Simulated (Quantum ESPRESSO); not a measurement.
Computed O K edges (Quantum ESPRESSO XSpectra, LDA, excited-electron core hole (neutral cell), supercells with 5.4 to 6.0 Å between holes, Lorentzian half width 0.4 eV up to 4 eV, rising linearly to 1.75 eV at 25 eV (folded afterwards from narrower runs), without spin-orbit coupling) of these absorbers are given in random order:
A. NaTiO2 (R-3m): 3 Ti at 2.07 Å and 3 Na at 2.35 Å (distorted octahedral, site symmetry 3m)
B. Ag2PdO2 (Immm): 2 Pd at 2.03 Å and 2 Ag at 2.28 Å (4-fold, site symmetry mm2)
C. PbO2 (Fm-3m): 4 Pb at 2.34 Å (tetrahedral, site symmetry -43m)

Energy from 523.0 eV of photon energy (total-energy differences, less 8.8 eV, the free-atom term for the hole's spin); mean of 1 over the first 20 eV. In the free atom LDA prices this hole about 4 eV below PBE, which is itself good to a few eV.

| E (eV) | spectrum 1 | spectrum 2 | spectrum 3 |
| --- | --- | --- | --- |
| -2.0 | 0.04 | 0.10 | 0.06 |
| -1.0 | 0.05 | 0.19 | 0.08 |
| 0.0 | 0.06 | 0.95 | 0.14 |
| 1.0 | 0.09 | 1.77 | 0.31 |
| 2.0 | 0.16 | 0.34 | 1.66 |
| 3.0 | 0.61 | 0.23 | 1.95 |
| 4.0 | 1.22 | 0.36 | 0.99 |
| 5.0 | 0.94 | 1.04 | 0.99 |
| 6.0 | 1.91 | 1.60 | 1.14 |
| 7.0 | 1.00 | 1.87 | 1.09 |
| 8.0 | 1.16 | 2.07 | 1.24 |
| 9.0 | 1.18 | 1.09 | 1.22 |
| 10.0 | 1.42 | 0.61 | 0.95 |
| 11.0 | 1.26 | 0.48 | 0.84 |
| 12.0 | 0.99 | 0.49 | 0.91 |
| 13.0 | 0.82 | 0.64 | 0.97 |
| 14.0 | 0.98 | 0.87 | 0.96 |
| 15.0 | 1.07 | 0.92 | 0.98 |
| 16.0 | 0.99 | 1.12 | 0.97 |
| 17.0 | 1.04 | 1.25 | 0.86 |
| 18.0 | 0.86 | 1.16 | 0.69 |
| 19.0 | 0.73 | 1.06 | 0.61 |
| 20.0 | 0.72 | 1.00 | 0.58 |
| 21.0 | 0.62 | 0.81 | 0.60 |
| 22.0 | 0.55 | 0.64 | 0.65 |
| 23.0 | 0.49 | 0.56 | 0.69 |
| 24.0 | 0.49 | 0.55 | 0.75 |
| 25.0 | 0.52 | 0.57 | 0.81 |
| 26.0 | 0.53 | 0.58 | 0.85 |
| 27.0 | 0.53 | 0.59 | 0.89 |
| 28.0 | 0.54 | 0.64 | 0.87 |
| 29.0 | 0.59 | 0.76 | 0.80 |
| 30.0 | 0.67 | 0.88 | 0.73 |
| 31.0 | 0.75 | 0.87 | 0.70 |
| 32.0 | 0.83 | 0.78 | 0.68 |

Question: Which spectrum belongs to which crystal?

Spectrum 1 is A (rising edge 526.1 eV, maxima 0.9 eV (1.22), 2.8 eV (2.09) and 7.1 eV (1.43) above its zero). Spectrum 2 is C (rising edge 522.9 eV, maxima 0.8 eV (2.05) and 7.6 eV (2.25) above its zero). Spectrum 3 is B (rising edge 524.6 eV, maxima 0.8 eV (2.24) and 6.7 eV (1.29) above its zero). After the best relative shift (up to 4 eV allowed) the most alike pair, Ag2PdO2 (Immm) and NaTiO2 (R-3m), differs by 27 % r.m.s., the least alike, PbO2 (Fm-3m) and NaTiO2 (R-3m), by 51 %. Between 0 and 20 eV on the axis shown, these two part most near 0.8 eV, where PbO2 (Fm-3m) is higher by 2.0. The rising edges span 3.2 eV, lowest for PbO2 (Fm-3m).

 Lifetime broadening is put in by hand, and intensities beyond about 20 eV depend on it. An odd electron count makes a spin-paired run metallic (right for a metal, not for a magnetic or distorted insulator) in NaTiO2 (R-3m). No gap over 0.35 eV is found on the unit cell's mesh (right for a metal, a fault of the functional for a small-gap or correlated insulator) in NaTiO2 (R-3m), Ag2PdO2 (Immm) and PbO2 (Fm-3m). All cells keep the holes under 6.5 Å apart, so shapes are probably not fully converged. The structures are entries of the Crystallography Open Database and the Materials Project (computed), used as given.

[Hosts, paths, dates, database ids (printed as entryN), source tags and the programs' standing remarks are cut or masked in the printed files.]
